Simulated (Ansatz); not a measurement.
AlN (P6_3mc): refractive index against wavelength

The refractive index of AlN (P6_3mc) along x below the direct gap (4.21 eV on the mesh) is read from one computed spectrum, n = √(Re ε). x, y and z are the Cartesian axes of the input cell.

Cell: a, b, c = 3.113, 3.113, 4.981 Å (primitive vectors), 4 atoms.

Method: Ansatz 0.2.0, PBE, independent particles, k-mesh 12×12×7 with interpolation inside its cells, Gaussian parameter 0.15 eV.

Launch of the response step: `ansatz run input.yaml --threads 4 --pin off --max-ram 8192MiB --backend cpu --events-out ev --progress --plain --runs-dir out`. The run took 8 s, on 4 threads of Arm Neoverse V2, on a shared host.

| wavelength (nm) | photon energy E (eV) | n |
| --- | --- | --- |
| 1310 | 0.946 | 2.1529 |
| 1064 | 1.165 | 2.1584 |
| 850 | 1.459 | 2.1677 |
| 700 | 1.771 | 2.1802 |
| 633 | 1.959 | 2.1892 |
| 532 | 2.331 | 2.2105 |
| 450 | 2.755 | ? |

In the single-oscillator model n² − 1 = E₀E_d/(E₀² − E²), so 1/(n² − 1) = E₀/E_d − E²/(E₀E_d) is linear in E².

Working, on the rows shown:

| x = E² (eV²) | y = 1/(n² − 1) |
| --- | --- |
| 0.895757 | 0.275105 |
| 1.35784 | 0.273322 |
| 2.12762 | 0.270349 |
| 3.13716 | 0.266434 |
| 3.83641 | 0.263672 |
| 5.43137 | 0.257313 |

Means: x̄ = 2.7977, ȳ = 0.2677. Σ(x − x̄)(y − ȳ) = -0.05592, Σ(x − x̄)² = 14.27. Slope = -0.05592 / 14.27 = -0.003919; intercept = ȳ − slope · x̄ = 0.27866. Turned back into n, the line misses the rows shown by at most 0.00022.

**Question.** Fill in the last column of the withheld row.

**Answer.** At x = 7.5912 the line gives y = 0.24891, that is 2.2400. The run gave 2.2417, so the extrapolation is off by 0.0017, 2.0 % of the range in the table.

Refitted with all rows, the slope is -0.003977 and the intercept 0.2788. These give E₀ = √(intercept/−slope) = 8.37 eV and E_d = E₀/intercept = 30.0 eV; E₀ is 2.0 times the direct gap. The electronic limit at long wavelengths, without lattice vibrations, is n = √(1 + 1/intercept) = 2.142. The cell comes from an older database entry, whose edges can be off by a per cent or so. Excitons are left out and so are local fields; PBE gaps are as a rule too small.
